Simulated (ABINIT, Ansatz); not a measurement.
# Osmium (P6_3/mmc): from the cell to the phonon bands, part 2 of 4

Aim: the phonon dispersion of Osmium (P6_3/mmc), checked by a second program.

ABINIT 10.8.3; DFT LDA, scalar-relativistic, plane waves, PseudoDojo norm-conserving pseudopotentials.

So far. Step 3 (Relaxation): The volume changes by -2.2 % in this run and stands -2.2 % from the first cell. Step 4 (Ground state): The cell stands at -0.70 GPa: the relaxation ran with a smoothed and higher cutoff, and the difference is a stress of the finite basis. The relaxed cell has a = 2.712, c = 4.293 Å (conventional setting).

## (5) Zone-centre response

At q = 0 one unit cell holds all displacements. The response is solved for single atoms along the cell's directions, and symmetry skips those that follow from others. The crystal is treated as a metal, which screens a static field, so no field response is asked.

dfpt_gamma.abi reads:

```

# common to the responses
getwfk_filepath "gso_WFK"
kptopt 2
nqpt 1
qpt 0.0 0.0 0.0
asr 0
chneut 0

# displacements
rfphon 1
rfatpol 1 2
rfdir 1 1 1
tolvrs 1.0d-10
prtwf 0
prtpot 1

# basis, mesh and filling
ecut 33.0
ngkpt 12 12 6
nshiftk 1
shiftk 0.0 0.0 0.0
istwfk *1
occopt 7
tsmear 0.01
nband 24
nstep 100
diemac 1000000.0
prtebands 0
prtgsr 0

# cell and atoms
acell 3*1.0 Angstrom
rprim 
    2.712098943 0.0 0.0
    -1.356049471 2.348746582 0.0
    0.0 0.0 4.292654342
ntypat 1
znucl 76
natom 2
typat 1 1
xred 
    1/3 2/3 0.25
    2/3 1/3 0.75
pp_dirpath "./pseudo"
pseudos "Os.upf"
```

Run with:

```
$ OMP_NUM_THREADS=1 mpirun -n 16 abinit dfpt_gamma.abi > dfpt_gamma.log
```

Numbers of over 12 decimals in the logs are rounded to 6 here.

dfpt_gamma.abo, the main output file:

```text
[banners, grids, parts of the stress and lines that vanish by symmetry left out]
- input  file    -> dfpt_gamma.abi
- output file    -> dfpt_gamma.abo
- root for input  files -> dfpt_gammai
- root for output files -> dfpt_gammao

 Symmetries : space group P6_3/m m c (#194); Bravais hP (primitive hexag.)
================================================================================
 Values of the parameters that define the memory need of the present run (RF).
     intxc =       0      iscf =       7    lmnmax =       8     lnmax =       8
     mgfft =      45  mpssoang =       4    mqgrid =    3001     natom =       2
  nloc_mem =       1    nspden =       1   nspinor =       1    nsppol =       1
      nsym =      24    n1xccc =    2501    ntypat =       1    occopt =       7
   xclevel =       1
-    mband =          24        mffmem =           1         mkmem =          28
-   mkqmem =          28        mk1mem =          28           mpw =        1701
      nfft =       40500          nkpt =         436
- my_mband =          24
================================================================================
================================================================================

--------------------------------------------------------------------------------
------------- Echo of variables that govern the present computation ------------
--------------------------------------------------------------------------------
-
- outvars: echo of selected default values
-   iomode0 =  0 , fftalg0 =312 , wfoptalg0 =  0
-
- outvars: echo of global parameters not present in the input file
-  max_nthreads =    1
-
 -outvars: echo values of preprocessed input variables
 [... echo left out ...]
================================================================================

 chkinp: Checking input parameters for consistency.

[...]
== DATASET  1 ==================================================================
-   mpi_nproc: 16, omp_nthreads: 1 (-1 if OMP is not activated)

--- !DatasetInfo
iteration_state: {dtset: 1, }
dimensions: {natom: 2, nkpt: 436, mband: 24, nsppol: 1, nspinor: 1, nspden: 1, mpw: 1701, }
cutoff_energies: {ecut:  33.0, pawecutdg:  -1.0, }
electrons: {nelect:   3.20000000E+01, charge:   0.00000000E+00, occopt:   7.00000000E+00, tsmear:   1.00000000E-02, }
meta: {optdriver: 1, rfphon: 1, }
...

 mkfilename: getwfk from: gso_WFK

 Real(R)+Recip(G) space primitive vectors, cartesian coordinates (Bohr,Bohr^-1):
 R(1)=  5.1251242  0.0000000  0.0000000  G(1)=  0.1951172  0.1126510  0.0000000
 R(2)= -2.5625621  4.4384878  0.0000000  G(2)=  0.0000000  0.2253020  0.0000000
 R(3)=  0.0000000  0.0000000  8.1119411  G(3)=  0.0000000  0.0000000  0.1232751
 Unit cell volume ucvol=  1.8452882E+02 bohr^3
 Angles (23,13,12)=  9.00000000E+01  9.00000000E+01  1.20000000E+02 degrees
 setup1 : take into account q-point for computing boxcut.

 getcut: wavevector=  0.0000  0.0000  0.0000  ngfft=  30  30  45
         ecut(hartree)=     33.000   => boxcut(ratio)=   2.09752

--- Pseudopotential description ------------------------------------------------
- pspini: atom type   1  psp file is ./pseudo/Os.upf

   1.67517323E+03                                ecore*ucvol(ha*bohr**3)
--------------------------------------------------------------------------------

 ==>  initialize data related to q vector <==

 The list of irreducible perturbations for this q vector is:
    1)    idir= 1    ipert=   1
    2)    idir= 3    ipert=   1

[...]
The perturbation idir=   2  ipert=   1 is
 symmetric of a previously calculated perturbation.
 So, its SCF calculation is not needed.

 The perturbation idir=   1  ipert=   2 is
 symmetric of a previously calculated perturbation.
 So, its SCF calculation is not needed.

 The perturbation idir=   2  ipert=   2 is
 symmetric of a previously calculated perturbation.
 So, its SCF calculation is not needed.

 The perturbation idir=   3  ipert=   2 is
 symmetric of a previously calculated perturbation.
 So, its SCF calculation is not needed.

--------------------------------------------------------------------------------
 Perturbation wavevector (in red.coord.)   0.000000  0.000000  0.000000
 Perturbation : displacement of atom   1   along direction   1
 Found     2 symmetries that leave the perturbation invariant.

[...]
dfpt_looppert : total number of electrons, from k and k+q
  fully or partially occupied states are    3.200000E+01 and    3.200000E+01.
 Initialisation of the first-order wave-functions :
  ireadwf=   0

--- !BeginCycle
iteration_state: {dtset: 1, }
solver: {iscf: 7, nstep: 100, nline: 4, wfoptalg: 0, }
tolerances: {tolvrs: 1.00E-10, }
...

     iter   2DEtotal(Ha)        deltaE(Ha) residm    vres2
-ETOT  1   2.838126     -2.036E+03 1.800E+00 1.519E+02
 ETOT  2   2.485847     -3.523E-01 6.166E-02 2.895E+00
 ETOT  3   2.484126     -1.721E-03 2.005E-03 9.732E-02
 ETOT  4   2.484064     -6.179E-05 1.375E-04 2.440E-04
 ETOT  5   2.484064     -1.253E-07 1.411E-05 1.795E-04
[...]
At SCF step    9       vres2   =  2.67E-12 < tolvrs=  1.00E-10 =>converged.
[...]
Mean square residual over all n,k,spin=   82.755E-14; max=  10.409E-10

 Thirteen components of 2nd-order total energy (hartree) are
 1,2,3: 0th-order hamiltonian combined with 1st-order wavefunctions
     kin0=   1.62597688E+03 eigvalue=   4.14889891E+01  local=  -9.66290443E+02
 4,5,6: 1st-order hamiltonian combined with 1st and 0th-order wfs
 loc psp =  -2.52866992E+03  Hartree=   5.86210616E+02     xc=  -1.01779765E+02
 note that "loc psp" includes a xc core correction that could be resolved
 7,8,9: eventually, occupation + non-local contributions
    edocc=   2.46217226E+02     enl0=   6.04712429E+02   enl1=  -1.54440196E+03
 1-9 gives the relaxation energy (to be shifted if some occ is /=2.0)
   erelax=  -2.03653594E+03
 10,11,12 Non-relaxation  contributions : frozen-wavefunctions and Ewald
 fr.local=   1.20715101E+03 fr.nonlo=   7.72204905E+02  Ewald=   2.41755121E+01
 13,14 Frozen wf xc core corrections (1) and (2)
 frxc 1  =  -2.03059557E+02  frxc 2 =   2.38548130E+02
 Resulting in :
 2DEtotal=    0.2484064080E+01 Ha. Also 2DEtotal=    0.675948271294E+02 eV
    (2DErelax=   -2.0365359389E+03 Ha. 2DEnonrelax=    2.0390200030E+03 Ha)
    (  non-var. 2DEtotal :    2.4840647968E+00 Ha)

[...]
Perturbation wavevector (in red.coord.)   0.000000  0.000000  0.000000
 Perturbation : displacement of atom   1   along direction   3
 Found     6 symmetries that leave the perturbation invariant.

--------------------------------------------------------------------------------

--------------------------------------------------------------------------------

 dfpt_looppert : total number of electrons, from k and k+q
  fully or partially occupied states are    3.200000E+01 and    3.200000E+01.
 Initialisation of the first-order wave-functions :
  ireadwf=   0

--- !BeginCycle
iteration_state: {dtset: 1, }
solver: {iscf: 7, nstep: 100, nline: 4, wfoptalg: 0, }
tolerances: {tolvrs: 1.00E-10, }
...

     iter   2DEtotal(Ha)        deltaE(Ha) residm    vres2
-ETOT  1   17.559153889056     -6.013E+03 4.867E+00 2.656E+04
[...]
ETOT  9   12.306792079479      1.000E-11 1.294E-09 5.557E-10
 ETOT 10   12.306792079389     -9.004E-11 1.347E-10 7.439E-13

 At SCF step   10       vres2   =  7.44E-13 < tolvrs=  1.00E-10 =>converged.
[...]
Mean square residual over all n,k,spin=   21.570E-14; max=  13.472E-11

 Thirteen components of 2nd-order total energy (hartree) are
 1,2,3: 0th-order hamiltonian combined with 1st-order wavefunctions
     kin0=   4.16868027E+03 eigvalue=   7.41321740E+01  local=  -2.47107486E+03
 4,5,6: 1st-order hamiltonian combined with 1st and 0th-order wfs
 loc psp =  -8.17436055E+03  Hartree=   2.35405277E+03     xc=  -2.72487329E+02
 note that "loc psp" includes a xc core correction that could be resolved
 7,8,9: eventually, occupation + non-local contributions
    edocc=   6.36967253E+02     enl0=   1.52834724E+03   enl1=  -3.86287449E+03
 1-9 gives the relaxation energy (to be shifted if some occ is /=2.0)
   erelax=  -6.01861752E+03
 10,11,12 Non-relaxation  contributions : frozen-wavefunctions and Ewald
 fr.local=   2.98277221E+03 fr.nonlo=   1.93317239E+03  Ewald=   1.02606104E+03
 13,14 Frozen wf xc core corrections (1) and (2)
 frxc 1  =  -5.08738421E+02  frxc 2 =   5.97657106E+02
 Resulting in :
 2DEtotal=    0.1230679208E+02 Ha. Also 2DEtotal=    0.334884872721E+03 eV
    (2DErelax=   -6.0186175229E+03 Ha. 2DEnonrelax=    6.0309243150E+03 Ha)
    (  non-var. 2DEtotal :    1.2306791768E+01 Ha)

[...]
---- first-order wavefunction calculations are completed ----

 ==> Compute Derivative Database <==

 [... matrices left out ...]
  Phonon wavevector (reduced coordinates) :  0.00000  0.00000  0.00000
 Phonon energies in Hartree :
  -1.838069E-06 -1.838068E-06  1.499437E-05  7.385966E-04  7.385966E-04
   1.038561E-03
 Phonon frequencies in cm-1    :
- -4.034096E-01 -4.034093E-01  3.290885E+00  1.621032E+02  1.621032E+02
-  2.279378E+02

== END DATASET(S) ==============================================================
================================================================================

 -outvars: echo values of variables after computation
            acell      1.8897261259E+00  1.8897261259E+00  1.8897261259E+00 Bohr
           etotal      1.2306792079E+01
            fcart      0.0000000000E+00  0.0000000000E+00  0.0000000000E+00
           strten      0.0000000000E+00  0.0000000000E+00  0.0000000000E+00
================================================================================
```

Elapsed: 37 s, on 16 MPI ranks of Arm Neoverse V2, shared host.

This step gave:

| Property | Result |
| --- | --- |
| largest acoustic frequency at the zone centre before the sum rule | 3.29 cm⁻¹ |
| highest optical zone-centre mode (no LO-TO term) | 227.9 cm⁻¹ |
| lowest optical zone-centre mode | 162.1 cm⁻¹ |

The acoustic modes at Γ come out as far as 3.3 cm⁻¹ from zero, where they should vanish, a small numerical error.

## (6) Linear response on the mesh

Linear response treats each wavevector of the 3×3×2 mesh in the unit cell; the first-order potentials are kept for the electron-phonon matrix elements.

dfpt_q.abi reads:

```
ndtset 5

# wavevectors
qpt1 0.3333333333 0.0 0.0
qpt2 0.3333333333 0.3333333333 0.0
qpt3 0.0 0.0 0.5
qpt4 0.3333333333 0.0 0.5
qpt5 0.3333333333 0.3333333333 0.5

# displacements
getwfk_filepath "gso_WFK"
getwfq_filepath "gso_WFK"
kptopt 3
nqpt 1
rfphon 1
rfatpol 1 2
rfdir 1 1 1
tolvrs 1.0d-10
prtwf 0
prtpot 1

# basis, mesh and filling
ecut 33.0
ngkpt 12 12 6
nshiftk 1
shiftk 0.0 0.0 0.0
istwfk *1
occopt 7
tsmear 0.01
nband 24
nstep 100
diemac 1000000.0
prtebands 0
prtgsr 0

# cell and atoms
acell 3*1.0 Angstrom
rprim 
    2.712098943 0.0 0.0
    -1.356049471 2.348746582 0.0
    0.0 0.0 4.292654342
ntypat 1
znucl 76
natom 2
typat 1 1
xred 
    1/3 2/3 0.25
    2/3 1/3 0.75
pp_dirpath "./pseudo"
pseudos "Os.upf"
```

Run with:

```
$ OMP_NUM_THREADS=1 mpirun -n 16 abinit dfpt_q.abi > dfpt_q.log
```

dfpt_q.abo, the main output file:

```text
[banners, grids, parts of the stress and lines that vanish by symmetry left out]
- input  file    -> dfpt_q.abi
- output file    -> dfpt_q.abo
- root for input  files -> dfpt_qi
[...]
DATASET    1 : space group P6_3/m m c (#194); Bravais hP (primitive hexag.)
[...]
nfft =       40500          nkpt =         864
[...]
DATASET    2 : space group P6_3/m m c (#194); Bravais hP (primitive hexag.)
[...]
nfft =       40500          nkpt =         864
[...]
DATASET    3 : space group P6_3/m m c (#194); Bravais hP (primitive hexag.)
[...]
nfft =       40500          nkpt =         864
[...]
DATASET    4 : space group P6_3/m m c (#194); Bravais hP (primitive hexag.)
[...]
nfft =       40500          nkpt =         864
[...]
DATASET    5 : space group P6_3/m m c (#194); Bravais hP (primitive hexag.)
[...]
nfft =       40500          nkpt =         864
[...]
== DATASET  1 ==================================================================
[...]
cutoff_energies: {ecut:  33.0, pawecutdg:  -1.0, }
[...]
Perturbation : displacement of atom   1   along direction   1
[...]
-ETOT  1   9.106270     -2.464E+03 6.176E+00 2.313E+04
 ETOT  2   20.671457810343      1.157E+01 6.256E+00 1.435E+05
 ETOT  3   7.162978     -1.351E+01 3.946E+00 5.192E+03
 ETOT  4   6.684581     -4.784E-01 3.903E+00 4.384E+02
 ETOT  5   6.588672     -9.591E-02 8.562E+00 5.437E+00
[...]
At SCF step   14       vres2   =  2.51E-11 < tolvrs=  1.00E-10 =>converged.
[...]
Perturbation : displacement of atom   1   along direction   2
[...]
-ETOT  1   4.921707     -2.087E+03 2.994E+00 1.513E+02
[...]
At SCF step   12       vres2   =  8.52E-12 < tolvrs=  1.00E-10 =>converged.
[...]
Perturbation : displacement of atom   1   along direction   3
[...]
-ETOT  1   14.197833704654     -5.625E+03 7.770E+00 8.446E+03
[...]
At SCF step   12       vres2   =  2.08E-11 < tolvrs=  1.00E-10 =>converged.
[...]
Phonon wavevector (reduced coordinates) :  0.33333  0.00000  0.00000
 Phonon energies in Hartree :
[...]
Phonon frequencies in cm-1    :
-  1.157705E+02  1.335673E+02  1.752986E+02  1.866471E+02  1.889835E+02
-  2.027719E+02
[...]
== DATASET  2 ==================================================================
[...]
cutoff_energies: {ecut:  33.0, pawecutdg:  -1.0, }
[...]
Perturbation : displacement of atom   1   along direction   1
[...]
-ETOT  1   8.448181     -2.370E+03 3.093E+00 4.649E+03
[...]
At SCF step   13       vres2   =  2.37E-13 < tolvrs=  1.00E-10 =>converged.
[...]
Perturbation : displacement of atom   1   along direction   3
[...]
-ETOT  1   12.054247206036     -5.464E+03 3.123E+01 2.723E+03
[...]
Phonon wavevector (reduced coordinates) :  0.33333  0.33333  0.00000
 Phonon energies in Hartree :
[...]
Phonon frequencies in cm-1    :
-  1.486688E+02  1.486688E+02  1.798473E+02  1.841401E+02  1.841401E+02
-  2.301559E+02
[...]
== DATASET  3 ==================================================================
[...]
cutoff_energies: {ecut:  33.0, pawecutdg:  -1.0, }
[...]
Perturbation : displacement of atom   1   along direction   1
[...]
-ETOT  1   2.983264     -2.036E+03 1.799E+00 1.651E+02
[...]
Perturbation : displacement of atom   1   along direction   3
[...]
-ETOT  1   22.806482817568     -7.157E+03 4.738E+00 1.195E+05
[...]
Phonon wavevector (reduced coordinates) :  0.00000  0.00000  0.50000
 Phonon energies in Hartree :
[...]
Phonon frequencies in cm-1    :
-  1.176754E+02  1.176754E+02  1.176754E+02  1.176754E+02  1.809238E+02
-  1.809238E+02
[...]
== DATASET  4 ==================================================================
[...]
cutoff_energies: {ecut:  33.0, pawecutdg:  -1.0, }
[...]
Perturbation : displacement of atom   1   along direction   1
[...]
-ETOT  1   8.234492     -2.405E+03 2.939E+00 8.562E+03
[...]
Perturbation : displacement of atom   1   along direction   2
[...]
-ETOT  1   5.417454     -2.086E+03 4.655E+00 1.576E+02
[...]
Perturbation : displacement of atom   1   along direction   3
[...]
-ETOT  1   18.990944205276     -5.822E+03 1.734E+01 2.527E+04
[...]
Phonon wavevector (reduced coordinates) :  0.33333  0.00000  0.50000
 Phonon energies in Hartree :
[...]
Phonon frequencies in cm-1    :
-  1.423490E+02  1.423520E+02  1.632158E+02  1.632158E+02  2.241695E+02
-  2.241714E+02
[...]
== DATASET  5 ==================================================================
[...]
cutoff_energies: {ecut:  33.0, pawecutdg:  -1.0, }
[...]
Perturbation : displacement of atom   1   along direction   1
[...]
-ETOT  1   8.305511     -2.358E+03 4.249E+00 4.164E+03
[...]
At SCF step   11       vres2   =  4.38E-12 < tolvrs=  1.00E-10 =>converged.
[...]
Perturbation : displacement of atom   1   along direction   3
[...]
-ETOT  1   17.921499560501     -5.519E+03 4.548E+00 6.339E+03
[...]
ETOT 10   15.771309152535     -1.564E-10 2.709E+00 4.154E-09
 ETOT 11   15.771309152575      3.911E-11 1.602E+01 1.813E-12
 At SCF step   11       vres2   =  1.81E-12 < tolvrs=  1.00E-10 =>converged.
[...]
Phonon wavevector (reduced coordinates) :  0.33333  0.33333  0.50000
 Phonon energies in Hartree :
[...]
Phonon frequencies in cm-1    :
-  1.559669E+02  1.559669E+02  2.015563E+02  2.015563E+02  2.090403E+02
-  2.090403E+02
[...]
strten3     0.0000000000E+00  0.0000000000E+00  0.0000000000E+00
           
================================================================================
```

Run time: 15 min. Hardware: 16 MPI ranks.

Numbers from this step:

```yaml
lowest_mode_on_the_q_mesh_acoustic_ones_at_the_zone_centre_apart: 115.8 cm⁻¹
```

Frequencies (cm⁻¹) before the sum rule at the irreducible wavevectors but Γ, which is solved apart; negative means imaginary. Frequencies by wavevector:

```csv
q (fractions),star,mode 1,mode 2,mode 3,mode 4,mode 5,mode 6
0.3333 0 0,6,115.8,133.6,175.3,186.7,189,202.8
0.3333 0.3333 0,2,148.7,148.7,179.8,184.1,184.1,230.2
0 0 0.5,1,117.7,117.7,117.7,117.7,180.9,180.9
0.3333 0 0.5,6,142.3,142.3,163.2,163.2,224.2,224.2
0.3333 0.3333 0.5,2,156,156,201.6,201.6,209,209
```

(Continued in part 3 of 4.)

[Host names and launcher messages were left out of these logs when they were recorded.]

[Logs are printed without paths, hosts, clocks, repeated set-up lines and the standing remarks that a program may print on its own settings, such as how far it seeks lower states.]

[Hosts, paths, dates, database ids (printed as entryN), source tags and the programs' standing remarks are cut or masked in the printed files.]
